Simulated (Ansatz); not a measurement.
# Dielectric response of ZnS (10-10) films, part 3 of 3

How well do thin wurtzite ZnS (10-10) films screen a perpendicular field?

Ansatz 0.2.0; plane-wave DFT, PBE, Ansatz PAW (the session's first sound run).

So far. Step 21 (Relaxing in the field, 24 atoms, units 6, field 0.05 …): The dipole is 0.119 e·Å, and the gap on the mesh 2.134 eV. Step 22 (Field on, atoms free, 24 atoms, units 6, field -0.05 …): The dipole is -0.119 e·Å, and the gap on the mesh 2.134 eV.

**23. Response with the atoms relaxed, 24 atoms, units 6**

This step: plane-wave DFT, PBE, Ansatz PAW; response to a field along the normal, atoms relaxed (Ansatz 0.2.0).

This step gave:

```yaml
equivalent_conductor_thickness_p_eps_0ae: 18.01 Å
inner_field_over_outer_field: 0.1099
local_eps_in_the_middle: 9.098
```

Local field over the applied field, running mean. From the potentials at -0.05 and 0.05 V/Å; running mean over 3.308 Å, taken twice. Local field over applied field against z:

```
z (Å)  local field over applied field
    4                           0.938
    5                           0.964
    6                           0.898
    7                           0.722
    8                           0.503
    9                           0.280
   10                           0.145
   11                           0.110
   12                           0.105
   13                           0.119
   14                           0.109
   15                           0.108
   16                           0.110
   17                           0.110
   18                           0.110
   19                           0.110
   20                           0.109
   21                           0.109
   22                           0.111
   23                           0.118
   24                           0.101
   25                           0.121
   26                           0.170
   27                           0.362
   28                           0.580
   29                           0.797
   30                           0.929
   31                           0.981
```

The induced dipole is that of a conductor 18.01 Å thick.

**24. Electronic ε from the series**

This step: plane-wave DFT, PBE, Ansatz PAW; permittivity from the thickness series, atoms held (Ansatz 0.2.0).

Each added layer adds t(1 − 1/ε) to the dipole term, so the slope against thickness gives ε without a choice of where the film ends.

Numbers from this step:

```
slope                : 0.8306
intercept of the fit : 1.703 Å
ε of the interior    : 5.904
```

Equivalent conductor thickness against distance between the outer atoms:

```csv
distance between the outer atoms (Å),equivalent conductor thickness (Å)
8.18,8.50
11.51,11.3
18.20,16.8
```

By hand, from the thinnest and the thickest film: slope = (16.820 − 8.496) / (18.201 − 8.180) = 0.831, so ε = 1/(1 − 0.831) = 5.91.

**25. Static ε from the series**

This step: plane-wave DFT, PBE, Ansatz PAW; permittivity from the thickness series, atoms relaxed (Ansatz 0.2.0).

The same fit for the relaxed films. The nearer its slope lies to 1, the more ε hangs on small errors.

Numbers from this step:

| Quantity | Value |
| --- | --- |
| slope | 0.8918 |
| intercept of the fit | 1.783 Å |
| ε of the interior | 9.239 |

Table of equivalent conductor thickness by distance between the outer atoms:

```csv
distance between the outer atoms (Å),equivalent conductor thickness (Å)
8.18,9.08
18.20,18.0
```

By hand, from the thinnest and the thickest film: slope = (18.014 − 9.078) / (18.201 − 8.180) = 0.892, so ε = 1/(1 − 0.892) = 9.24. One nm of such a film has the capacitance of 3.9/9.24 = 0.42 nm of SiO₂ (its equivalent oxide thickness).

**26. The bulk crystal**

This step: plane-wave DFT, PBE, Ansatz PAW (Ansatz 0.2.0).

System of this step: wurtzite ZnS. The structure is hexagonal, space group P6_3mc (No. 186). The conventional cell has a = 3.820 Å, b = 3.820 Å, c = 6.260 Å, α = 90.00°, β = 90.00°, γ = 120.00°. Nearest to Zn lie 4 S at 2.34 to 2.35 Å. Nearest to S lie 4 Zn at 2.34 to 2.35 Å. Farther neighbours, and contacts between anions beyond the nearest, are not listed.

Band edges are better read in the bulk than in a thin slab, where confinement and surface states shift them. The bulk run gives them against its mean potential.

File input.yaml:

```yaml
crystal:
  lattice:
    - [3.82, 0.0, 0.0]
    - [-1.91, 3.3082170425, 0.0]
    - [0.0, 0.0, 6.26]
  atoms:
    - { symbol: Zn, position: [0.3333333333, 0.6666666667, 0.0] }
    - { symbol: Zn, position: [0.6666666667, 0.3333333333, 0.5] }
    - { symbol: S, position: [0.3333333333, 0.6666666667, 0.375] }
    - { symbol: S, position: [0.6666666667, 0.3333333333, 0.875] }
kpoints:
  mp_grid: { grid: [8, 8, 6] }
  band_path: { path: [VBM, CBM], npoints: 1 }
hamiltonian:
  xc: pbe
scf:
  occupations: { method: fixed }
  convergence: { dr2_threshold: 1.0e-09 }
output:
  eigenvalues: true
checkpoint:
  write: bulk.run
  compress: false
  write_wavefunctions: false
```

Launch:

```console
$ ansatz run input.yaml --threads 4 --pin off --max-ram 8192MiB --backend cpu --events-out ev --progress --plain --runs-dir out
```

Run time: 3.5 s. Hardware: 4 threads of Arm Neoverse V2, shared host; peak memory 0.34 GiB.

Read from the output:

- gap on the k-mesh: 2.173 eV
- gap along the path: 2.173 eV
- smallest direct gap along the path: 2.173 eV
- gap, the smaller of path and mesh: 2.173 eV

The gap is 2.17 eV.

**27. Band edges against the vacuum, levels PBE**

This step: plane-wave DFT, PBE, Ansatz PAW; band edges against the vacuum, bulk levels by PBE (Ansatz 0.2.0).

System of this step: ZnS (10-10), 6 units. The cell holds 24 atoms: 12 Zn and 12 S. Its edges and angles: a = 3.820 Å, b = 6.260 Å, c = 35.644 Å, α = 90.0°, β = 90.0°, γ = 90.0°. It derives from ZnS (wurtzite ZnS). Vacuum lies along c.

The averaged potential in the middle of the thickest slab ties the bulk's levels to the vacuum level.

File align.yaml:

```yaml
surface:
  bulk: { run: bulk.run }
  slab: { run: end6.run, axis: 3 }
  face: plus
  period: 3.30822
```

Launch:

```console
$ ansatz align-bands align.yaml -- --threads 4 --pin off
```

Elapsed: 0.06 s, on 4 threads.

This step gave:

```
ionisation energy : 5.949 eV
electron affinity : 3.776 eV
slab level shift  : -0.04026 eV
```

Check by hand: ionisation energy less affinity, 5.95 − (3.78) = 2.17 eV, is the bulk gap at this level.

The program warns that the averaged potential varies by 0.10 eV in the slab's middle, which these edges carry as an error.

**28. The bulk with HSE06, k-mesh 6×6×4**

This step: plane-wave DFT, HSE06, Ansatz PAW (Ansatz 0.2.0).

System of this step: wurtzite ZnS. Symmetry: P6_3mc, No. 186, hexagonal system. The conventional cell has a = 3.820 Å, b = 3.820 Å, c = 6.260 Å, α = 90.00°, β = 90.00°, γ = 120.00°. Nearest to Zn lie 4 S at 2.34 to 2.35 Å. S has 4 Zn at 2.34 to 2.35 Å nearest. Farther neighbours, and contacts between anions beyond the nearest, are not listed.

A hybrid functional removes part of the gap error, and is affordable in the small bulk cell.

input.yaml, the sections that differ from step 26:

```yaml
kpoints:
  mp_grid: { grid: [6, 6, 4] }
hamiltonian:
  xc: hse06
scf:
  occupations: { method: fixed }
  convergence: { dr2_threshold: 1.0e-08 }
checkpoint:
  write: bulk-hse.run
  compress: false
  write_wavefunctions: false
# crystal, output: as in step 26
```

Launch:

```console
$ ansatz run input.yaml --threads 4 --pin off --max-ram 8192MiB --backend cpu --events-out ev --progress --plain --runs-dir out
```

Run time: 16 s. Hardware: 4 threads; peak memory 2 GiB; 54 s of CPU time.

Read from the output:

* gap on the k-mesh: 3.400 eV

The gap is 3.40 eV.

**29. Band edges against the vacuum, levels HSE06**

This step: plane-wave DFT, PBE, Ansatz PAW; band edges against the vacuum, bulk levels by HSE06 (Ansatz 0.2.0).

System of this step: ZnS (10-10), 6 units. The cell holds 24 atoms: 12 Zn and 12 S. Cell: a = 3.820 Å, b = 6.260 Å, c = 35.644 Å, α = 90.0°, β = 90.0°, γ = 90.0°. It derives from ZnS (wurtzite ZnS). Vacuum lies along c.

The same line-up with the hybrid's levels.

File align.yaml:

```yaml
surface:
  bulk: { run: bulk.run, levels_from: { run: bulk-hse.run } }
  slab: { run: end6.run, axis: 3 }
  face: plus
  period: 3.30822
```

Launch:

```console
$ ansatz align-bands align.yaml -- --threads 4 --pin off
```

It took 0.07 s on 4 threads.

This step gave:

```
ionisation energy : 6.678 eV
electron affinity : 3.278 eV
```

Check by hand: ionisation energy less affinity, 6.68 − (3.28) = 3.40 eV, is the bulk gap at this level.

The program warns that the averaged potential varies by 0.10 eV in the slab's middle, which these edges carry as an error.

**30. A changed input**

This step: plane-wave DFT, PBE, Ansatz PAW (Ansatz 0.2.0).

System of this step: ZnS (10-10), 3 units. The cell holds 12 atoms: 6 Zn and 6 S. Cell: a = 3.820 Å, b = 6.260 Å, c = 25.719 Å, α = 90.0°, β = 90.0°, γ = 90.0°. It derives from ZnS (wurtzite ZnS). Vacuum lies along c.

A run with a changed input: it repeats the earlier run at 0.05 V/Å, 3 units with efield.dipole_correction from true to false.

File input.yaml:

```yaml
crystal:
  lattice:
    - [3.82, 0.0, 0.0]
    - [0.0, 6.26, 0.0]
    - [0.0, 0.0, 25.7191730991]
  atoms:
    - { symbol: Zn, position: [0.0, 0.0437008108, 0.3685192199] }
    - { symbol: S, position: [0.0, 0.3797336899, 0.3409768254] }
    - { symbol: Zn, position: [0.5, 0.4815533185, 0.3859108795] }
    - { symbol: S, position: [0.5, 0.8651228934, 0.3932099387] }
    - { symbol: Zn, position: [0.5, -0.0107176233, 0.4814676082] }
    - { symbol: S, position: [0.5, 0.3656069077, 0.4756061102] }
    - { symbol: Zn, position: [0.0, 0.489282377, 0.5185323918] }
    - { symbol: S, position: [0.0, 0.8656069076, 0.5243938899] }
    - { symbol: Zn, position: [0.0, -0.0184466807, 0.6140891205] }
    - { symbol: S, position: [0.0, 0.3651228945, 0.6067900613] }
    - { symbol: Zn, position: [0.5, 0.5437008125, 0.6314807801] }
    - { symbol: S, position: [0.5, 0.8797336919, 0.6590231746] }
kpoints:
  mp_grid: { grid: [8, 4, 1] }
hamiltonian:
  xc: pbe
scf:
  occupations: { method: fixed }
  convergence: { dr2_threshold: 1.0e-10 }
efield:
  axis: 3
  dipole_correction: false
  ramp_position: 0.97
  ramp_width: 0.06
  amplitude: 0.05
output:
  write_potential: true
  write_density: true
  volumetric_format: npy
```

Launch:

```console
$ ansatz run input.yaml --threads 4 --pin off --max-ram 8192MiB --backend cpu --events-out ev --progress --plain --runs-dir out
```

The job ended after 24 s (4 threads; peak memory 1.4 GiB; 95 s of CPU time).

```csv
quantity,this run,earlier run,difference
dipole along the normal (e·Å),0.08384,0.05614,0.028
gap on the k-mesh (eV),2.240,2.245,-0.0053
```

With the dipole correction off, the periodic images add a field of their own to the typed one.

What moves beyond 0.01 in its unit (for the dipole 0.5 % and 5e-5 e·Å): dipole along the normal (+0.0277 e·Å).

These numbers are not those of the isolated slab.

**31. A changed input**

Another changed input: it repeats the earlier run at 0.05 V/Å, 3 units with efield.amplitude from 0.05 to -0.05 and efield.dipole_correction from true to false.

Changes to input.yaml since step 30:

```diff
@@ -30,3 +30,3 @@
   ramp_width: 0.06
-  amplitude: 0.05
+  amplitude: -0.05
 output:
```

It took 24 s on 4 threads; peak memory 1.4 GiB.

```csv
quantity,this run,earlier run,difference
dipole along the normal (e·Å),-0.08383,0.05614,-0.14
gap on the k-mesh (eV),2.240,2.245,-0.0053
```

The applied field differs between the two, so the dipoles differ in any case.

With the dipole correction off, the periodic images add a field of their own to the typed one.

These numbers are not those of the isolated slab.

**32. Results**

| Property | Result |
| --- | --- |
| electronic ε from the thickness series | 5.90 |
| static ε from the thickness series | 9.24 |
| local electronic ε, middle of 6 units | 5.87 |
| ionisation energy, levels by PBE | 5.95 eV |
| electron affinity, levels by PBE | 3.78 eV |
| ionisation energy, levels by HSE06 | 6.68 eV |
| electron affinity, levels by HSE06 | 3.28 eV |

The films give an electronic ε of 5.90 and a static ε of 9.24. The slope of the series and the field inside the thickest film give 5.90 and 5.87, in agreement. Ions raise ε from 5.90 to 9.24. The static value rests on two thicknesses alone. HSE06 levels deepen the valence edge by 0.73 eV on the same PBE surface dipole. The alignment warns that the averaged potential still varies by 0.10 eV in the slab's middle, which the band edges carry as an error. The in-plane lattice constants are held at typed bulk values. Semilocal functionals tend to overestimate the electronic ε a little.

[Long decimals in the printed logs are rounded to 6 places.]

[Logs are printed without paths, hosts, clocks, repeated set-up lines and the standing remarks that a program may print on its own settings, such as how far it seeks lower states.]

[Hosts, paths, dates, database ids (printed as entryN), source tags and the programs' standing remarks are cut or masked in the printed files.]

[Maps of the electrostatic potential energy from Ansatz leave out the sawtooth potential of an applied field or a dipole correction, so their vacuum need not be flat; planar profiles and work functions include it.]
